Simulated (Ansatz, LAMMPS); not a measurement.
# Structural relaxation of a frame of liquid K(F,Br) from 1000 K (94 atoms), part 2 of 3

Aim: bring a frame of liquid K(F,Br) from 1000 K (94 atoms) to a nearby minimum of the energy and see what moves.

Ansatz 0.2.0; Kohn-Sham DFT, PBE, PAW (set soft_2), plane waves.

The cell: 47 K, 18 F and 29 Br. The starting topology of bonds comes from the classical model. The ion parameters were fitted for water, not for melts. Only the Γ point is sampled, in a cell whose shortest periodic width is 15 Å.

So far. Step 3 (Single point at the start): The r.m.s. force component of 0.28 eV/Å and the pressure of -0.52 GPa set the starting point.

## (4) Relaxation

The atoms are relaxed in the fixed cell, aiming at the force tolerance of the input.

Input file input.yaml:

```yaml
crystal:
  lattice:
    - [15.3316, 0.0, 0.0]
    - [0.0, 15.3316, 0.0]
    - [0.0, 0.0, 15.3316]
  atoms:
    [... the 94 atom lines of step 3 ...]
kpoints:
  mp_grid: { grid: [1, 1, 1] }
hamiltonian:
  xc: pbe
scf:
  occupations: { method: fixed }
output:
  forces: true
relax:
  f_tol: 0.05
  max_steps: 102
```

Run with:

```bash
> ansatz run input.yaml --threads 4 --pin off --max-ram 8192MiB --backend cpu --events-out ev --progress --plain --runs-dir out
```

Numbers of over 12 decimals in the logs are rounded to 6 here.

What it wrote:

```text
[...]
Crystal: 94 atoms, lattice volume = 3603.815 Å³
Basis set: ecut = 420 eV, 70415 PW (Γ), exchange–correlation on 216×216×216 points (8 copies of the dense FFT grid, shifted against one another)
Bands: 470, of which v1, the nominal top of the filled ones, is band 376 counted from 1 (375 counted from 0)
Symmetry: 1 space group operations
[...]
k-points: 1
[...]
SCF iter   1: F=—  HF=-167670.668540 eV  |F-HF|=—  |Δ(HF+E_count)|=         —  Δρ=8.68e-4  dr2=8.44e-2  ethr=1.77e-3  ⟨swp⟩=5.0  Hψ=1361  notcnv=0  defer=87
[...]
SCF iter   6: F=-167670.661368 eV  HF=-167670.661372 eV  |F-HF|=4.25e-6  |Δ(HF+E_count)|=   2.45e-5  Δρ=2.25e-5  dr2=1.50e-5  ethr=8.31e-9  ⟨swp⟩=4.0  Hψ=1317  notcnv=0
SCF 1 converged in 6 iterations: F = -167670.661368 eV  dr2 = 1.50e-5
[...]
relax step   1: F+E_penalty+E_count = -167670.66136819 eV  Δ(F+E_penalty+E_count) = +0.000e0 eV  max|allowed force component| = 9.749e-1 eV/Å  Δτ_max = 0.0000 Å  (6 SCF iters, dr2 threshold 6.25e-5 eV, accepted)
[... from here on, the SCF cycles and remarks between the steps are left out ...]
relax step   2: F+E_penalty+E_count = -167673.91777335 eV  Δ(F+E_penalty+E_count) = -3.256e0 eV  max|allowed force component| = 5.543e-1 eV/Å  Δτ_max = 0.1943 Å  (7 SCF iters, dr2 threshold 5.94e-5 eV, accepted)
relax step   3: F+E_penalty+E_count = -167675.91259892 eV  Δ(F+E_penalty+E_count) = -1.995e0 eV  max|allowed force component| = 2.702e-1 eV/Å  Δτ_max = 0.1950 Å  (7 SCF iters, dr2 threshold 1.92e-5 eV, accepted)
relax step   4: F+E_penalty+E_count = -167676.85042776 eV  Δ(F+E_penalty+E_count) = -9.378e-1 eV  max|allowed force component| = 2.364e-1 eV/Å  Δτ_max = 0.1947 Å  (7 SCF iters, dr2 threshold 1.73e-5 eV, accepted)
relax step   5: F+E_penalty+E_count = -167677.42443057 eV  Δ(F+E_penalty+E_count) = -5.740e-1 eV  max|allowed force component| = 1.561e-1 eV/Å  Δτ_max = 0.2000 Å  (8 SCF iters, dr2 threshold 1.33e-5 eV, accepted)
relax step   6: F+E_penalty+E_count = -167677.89186421 eV  Δ(F+E_penalty+E_count) = -4.674e-1 eV  max|allowed force component| = 1.508e-1 eV/Å  Δτ_max = 0.1950 Å  (8 SCF iters, dr2 threshold 1.06e-5 eV, accepted)
relax step   7: F+E_penalty+E_count = -167678.20452564 eV  Δ(F+E_penalty+E_count) = -3.127e-1 eV  max|allowed force component| = 1.604e-1 eV/Å  Δτ_max = 0.1966 Å  (8 SCF iters, dr2 threshold 9.92e-6 eV, accepted)
relax step   8: F+E_penalty+E_count = -167678.42736425 eV  Δ(F+E_penalty+E_count) = -2.228e-1 eV  max|allowed force component| = 1.338e-1 eV/Å  Δτ_max = 0.1937 Å  (7 SCF iters, dr2 threshold 2.40e-5 eV, accepted)
relax step   9: F+E_penalty+E_count = -167678.57747860 eV  Δ(F+E_penalty+E_count) = -1.501e-1 eV  max|allowed force component| = 1.177e-1 eV/Å  Δτ_max = 0.1919 Å  (8 SCF iters, dr2 threshold 1.25e-5 eV, accepted)
relax step  10: F+E_penalty+E_count = -167678.68722648 eV  Δ(F+E_penalty+E_count) = -1.097e-1 eV  max|allowed force component| = 8.880e-2 eV/Å  Δτ_max = 0.1916 Å  (8 SCF iters, dr2 threshold 9.64e-6 eV, accepted)
relax step  11: F+E_penalty+E_count = -167678.78563228 eV  Δ(F+E_penalty+E_count) = -9.841e-2 eV  max|allowed force component| = 5.936e-2 eV/Å  Δτ_max = 0.2000 Å  (8 SCF iters, dr2 threshold 4.49e-6 eV, accepted)
relax step  12: F+E_penalty+E_count = -167678.87615397 eV  Δ(F+E_penalty+E_count) = -9.052e-2 eV  max|allowed force component| = 6.559e-2 eV/Å  Δτ_max = 0.1910 Å  (9 SCF iters, accepted)
relax step  13: F+E_penalty+E_count = -167678.95722251 eV  Δ(F+E_penalty+E_count) = -8.107e-2 eV  max|allowed force component| = 8.096e-2 eV/Å  Δτ_max = 0.1968 Å  (8 SCF iters, accepted)
relax step  14: F+E_penalty+E_count = -167679.03694248 eV  Δ(F+E_penalty+E_count) = -7.972e-2 eV  max|allowed force component| = 7.258e-2 eV/Å  Δτ_max = 0.1978 Å  (7 SCF iters, dr2 threshold 6.55e-6 eV, accepted)
relax step  15: F+E_penalty+E_count = -167679.09890243 eV  Δ(F+E_penalty+E_count) = -6.196e-2 eV  max|allowed force component| = 1.096e-1 eV/Å  Δτ_max = 0.1933 Å  (8 SCF iters, dr2 threshold 4.23e-6 eV, accepted)
relax step  16: F+E_penalty+E_count = -167679.20222804 eV  Δ(F+E_penalty+E_count) = -1.033e-1 eV  max|allowed force component| = 4.402e-2 eV/Å  Δτ_max = 0.2000 Å  (8 SCF iters, dr2 threshold 9.66e-6 eV, accepted)
relax step  17: F+E_penalty+E_count = -167679.20222819 eV  Δ(F+E_penalty+E_count) = -1.423e-7 eV  max|allowed force component| = 4.395e-2 eV/Å  Δτ_max = 0.0000 Å  (3 SCF iters, accepted)
relax step  18: F+E_penalty+E_count = -167679.26323081 eV  Δ(F+E_penalty+E_count) = -6.100e-2 eV  max|allowed force component| = 8.607e-2 eV/Å  Δτ_max = 0.1950 Å  (9 SCF iters, accepted)
relax step  19: F+E_penalty+E_count = -167679.28710541 eV  Δ(F+E_penalty+E_count) = -2.387e-2 eV  max|allowed force component| = 1.909e-1 eV/Å  Δτ_max = 0.1839 Å  (8 SCF iters, dr2 threshold 7.38e-6 eV, accepted)
relax step  20: F+E_penalty+E_count = -167679.32982567 eV  Δ(F+E_penalty+E_count) = -4.272e-2 eV  max|allowed force component| = 1.007e-1 eV/Å  Δτ_max = 0.1073 Å  (6 SCF iters, dr2 threshold 3.64e-5 eV, accepted)
relax step  21: F+E_penalty+E_count = -167679.36144411 eV  Δ(F+E_penalty+E_count) = -3.162e-2 eV  max|allowed force component| = 4.799e-2 eV/Å  Δτ_max = 0.1917 Å  (8 SCF iters, dr2 threshold 2.82e-6 eV, accepted)
relax step  22: F+E_penalty+E_count = -167679.36144414 eV  Δ(F+E_penalty+E_count) = -3.396e-8 eV  max|allowed force component| = 4.799e-2 eV/Å  Δτ_max = 0.0000 Å  (3 SCF iters, accepted)
relax step  23: F+E_penalty+E_count = -167679.38025946 eV  Δ(F+E_penalty+E_count) = -1.882e-2 eV  max|allowed force component| = 4.416e-2 eV/Å  Δτ_max = 0.1927 Å  (9 SCF iters, accepted)
relax step  24: F+E_penalty+E_count = -167679.39267136 eV  Δ(F+E_penalty+E_count) = -1.241e-2 eV  max|allowed force component| = 3.842e-2 eV/Å  Δτ_max = 0.1214 Å  (8 SCF iters, accepted)
SCF converged after 8 iterations
Free energy (F): -167679.392671 eV
[...]
Internal energy: -167679.392671 eV  (E = F + TS)
E sigma→0 (E₀):  -167679.392671 eV
Fermi energy:    0.020614 eV
[...]
--- Forces (eV/Å), atoms counted from 1 ---
  atom   1  K      0.00131812     0.02682677    -0.01841428
  atom   2  K      0.00088479     0.02017639    -0.00890185
  atom   3  K      0.01331327    -0.01181487    -0.01315955
  atom   4  K     -0.00638118     0.00708433     0.01568967
  atom   5  K     -0.00410096     0.00269965    -0.00484487
  atom   6  K     -0.00080793     0.01252964     0.00262634
  atom   7  K     -0.01320283    -0.00066044     0.00366910
  atom   8  K      0.00330320     0.01332613    -0.00581502
  atom   9  K     -0.00468214    -0.00058773     0.00409538
  atom  10  K      0.00663633    -0.00692784     0.00463933
  atom  11  K      0.01389700    -0.01034658    -0.00281456
  atom  12  K     -0.00127793    -0.02034429    -0.01771438
  atom  13  K      0.00170656     0.00206320     0.00355903
  atom  14  K      0.00014096     0.01207973     0.00912478
[...]
atom  93  Br     0.00520188     0.00232680     0.00856284
  atom  94  Br     0.01221835     0.00245443    -0.00106056
  max |Σ_I F_I| component: 5.32e-5 eV/Å
--- Relaxed structure (24 steps of the walk, 24 accepted, 0 SCFs on fresh bases) ---
  F+E_penalty+E_count = -167679.39267136 eV   max|allowed force component| = 3.842e-2 eV/Å
  atoms:
    - { symbol: K, position: [0.611397, 0.013029, 0.139285] }
    - { symbol: K, position: [0.541376, 0.780839, 0.386008] }
    - { symbol: K, position: [0.479647, 0.985485, 0.918131] }
    - { symbol: K, position: [0.477301, 1.007891, 0.356405] }
[...]
- { symbol: Br, position: [0.288326, 0.675918, 0.135497] }
```

Run time: 14 min. Hardware: 4 threads of Intel Xeon Platinum 8375C at 2.90GHz (Ice Lake), shared host; peak memory 4.2 GiB; 50 min of CPU time.

Step by step (22 of 24):

```tsv
step	energy less that of the first step (eV)	largest force component (eV/Å)
1	0.0000	0.9749
2	-3.2564	0.5543
3	-5.2512	0.2702
4	-6.1891	0.2364
5	-6.7631	0.1561
6	-7.2305	0.1508
8	-7.7660	0.1338
9	-7.9161	0.1177
10	-8.0259	0.0888
11	-8.1243	0.0594
12	-8.2148	0.0656
13	-8.2959	0.0810
14	-8.3756	0.0726
15	-8.4375	0.1096
16	-8.5409	0.0440
17	-8.5409	0.0439
19	-8.6257	0.1909
20	-8.6685	0.1007
21	-8.7001	0.0480
22	-8.7001	0.0480
23	-8.7189	0.0442
24	-8.7313	0.0384
```

The atoms that moved most (Å):

```tsv
atom	dx	dy	dz	length
F48	-1.585	0.040	1.434	2.138
Br79	0.946	-0.898	-0.876	1.571
Br87	0.261	-0.242	-1.517	1.558
K19	1.538	-0.044	0.048	1.540
K27	0.626	0.285	1.318	1.486
K23	1.068	-0.790	-0.255	1.353
K42	1.206	0.121	-0.547	1.330
K8	0.905	0.690	-0.681	1.326
```

The relaxation changed the energy by -92.9 meV/atom, and atoms moved by 0.83 Å r.m.s., 2.1 Å at most.

## (5) Local order after relaxation

Bonds before and after, by the cutoffs listed below:

```tsv
pair	bonds before	bonds after	mean before (Å)	mean after (Å)	spread before (Å)	spread after (Å)
K-Br	158	166	3.461	3.448	0.337	0.226
K-F	72	73	2.760	2.601	0.199	0.087
```

Density 2.07 g/cm³, 38.34 Å³ an atom.

g(r), total and by pair (bins of 0.2 Å):

```tsv
r (Å)	total	K-K	K-Br	K-F	Br-Br	Br-F	F-F
2.40	0.38	0.00	0.00	1.96	0.00	0.00	0.00
2.60	2.84	0.00	0.00	14.85	0.00	0.00	0.00
2.80	0.26	0.00	0.00	1.35	0.00	0.00	0.00
3.00	0.11	0.00	0.22	0.19	0.00	0.00	0.00
3.20	1.08	0.00	3.51	0.00	0.00	0.00	0.00
3.40	2.59	0.23	7.82	0.00	0.00	0.00	3.15
3.60	0.90	0.90	1.71	0.27	0.00	0.42	1.39
3.80	0.84	1.01	0.81	0.12	0.00	2.29	1.21
4.00	1.14	2.53	0.60	0.00	0.21	1.85	2.20
4.20	1.04	2.04	0.18	0.38	0.97	2.50	0.51
4.40	0.97	1.60	0.22	0.17	1.73	1.83	2.31
4.60	0.88	1.35	0.20	0.32	1.94	1.44	1.67
4.80	0.94	1.35	0.23	0.29	3.11	1.32	0.78
5.00	0.95	1.09	0.30	0.67	2.06	1.64	1.77
5.20	0.89	0.97	0.43	1.07	1.12	1.42	0.96
5.40	0.91	0.85	0.79	1.33	1.40	0.57	0.00
5.60	0.93	0.87	0.92	1.19	0.98	0.88	0.00
5.80	0.95	0.54	1.03	1.41	1.11	0.99	0.00
6.00	1.05	0.79	1.23	1.36	0.28	1.23	0.98
6.20	1.11	1.01	1.56	1.00	1.16	0.64	0.00
6.40	1.12	1.05	1.31	1.62	0.83	0.40	0.64
6.60	0.98	0.86	1.02	1.28	1.25	0.50	0.61
6.80	1.11	1.15	1.23	1.32	0.88	0.59	0.95
7.00	0.87	0.48	1.21	1.17	0.70	0.39	1.08
7.20	1.04	0.95	1.44	0.79	0.66	0.64	1.71
7.40	0.95	0.78	1.08	0.90	0.69	1.05	1.77
7.60	0.98	1.15	1.04	0.76	0.82	0.76	1.68
```

Bonds by pair of elements; cutoffs follow the first minimum of g(r), held within bounds set by covalent radii, and pairs that aren't listed don't count as bonded:

```tsv
pair A-B	cutoff (Å)	bonds	mean length (Å)	spread (Å)	shortest (Å)	B about A	A about B
K-Br	4.28	166	3.45	0.226	3.08	3.53	5.72
K-F	3.27	73	2.60	0.087	2.45	1.55	4.06
```

How many atoms have how many bonded neighbours:

```tsv
element	mean	3	4	5	6	7
Br	5.72	0	1	11	12	5
F	4.06	1	15	2	0	0
K	5.08	1	9	22	15	0
```

Bond angles, per cent of each kind in bins of 5°:

```tsv
angle (°)	K-Br-K	Br-K-Br	Br-K-F	K-F-K	F-K-F
50–55	0.2	0.0	0.0	0.0	0.0
55–60	0.2	0.0	0.5	0.0	0.0
60–65	5.2	0.0	0.9	0.0	0.0
65–70	7.5	1.7	2.3	0.0	0.0
70–75	8.0	3.7	5.0	0.0	2.5
75–80	7.0	9.0	10.5	2.6	20.0
80–85	8.0	9.9	11.0	5.3	2.5
85–90	6.5	11.5	13.2	9.7	7.5
90–95	8.5	12.3	10.5	11.5	10.0
95–100	4.2	8.6	4.6	8.8	2.5
100–105	4.7	5.3	4.1	15.9	10.0
105–110	3.7	3.3	3.2	8.0	0.0
110–115	4.0	4.5	4.6	8.0	10.0
115–120	3.2	1.2	4.6	7.1	7.5
120–125	3.0	3.3	5.5	3.5	2.5
125–130	2.0	3.7	2.3	2.6	2.5
130–135	5.0	2.1	0.5	4.4	5.0
135–140	4.0	3.7	2.3	3.5	2.5
140–145	2.7	0.8	0.9	1.8	7.5
145–150	2.5	0.8	4.6	0.9	2.5
150–155	3.5	3.3	1.4	0.9	0.0
155–160	2.5	4.5	1.8	0.9	2.5
160–165	1.0	3.3	2.7	0.9	2.5
165–170	1.0	2.1	2.7	1.8	0.0
170–175	1.2	1.2	0.0	1.8	0.0
175–180	0.5	0.0	0.5	0.0	0.0
```

Bond angles (no mean is given where the spread exceeds 20°):

```tsv
angle	count	mean (°)	spread (°)
K-Br-K	401	-	-
Br-K-Br	243	-	-
Br-K-F	219	-	-
K-F-K	113	-	-
F-K-F	40	-	-
```

Bond length by coordination (bonds to H left out):

```tsv
element	coordination	atoms	mean bond length (Å)
Br	4	1	3.25
Br	5	11	3.34
Br	6	12	3.49
Br	7	5	3.56
F	3	1	2.47
F	4	15	2.60
F	5	2	2.66
K	3	1	2.83
K	4	9	2.97
K	5	22	3.22
K	6	15	3.26
```

For some of the pairs, g(r) has its first main peak near 4.0 Å (K-K), 3.3 Å (K-Br), 2.6 Å (K-F), 4.9 Å (Br-Br) and 3.4 Å (F-F). Counting bonds as in the table, 41 % of Br atoms have 6, 83 % of F atoms have 4 and 47 % of K atoms have 5 bonded neighbours.

(Part 2 of 3 ends here.)

[Logs are printed without paths, hosts, clocks, repeated set-up lines and the standing remarks that a program may print on its own settings, such as how far it seeks lower states.]

[Hosts, paths, dates, database ids (printed as entryN), source tags and the programs' standing remarks are cut or masked in the printed files.]
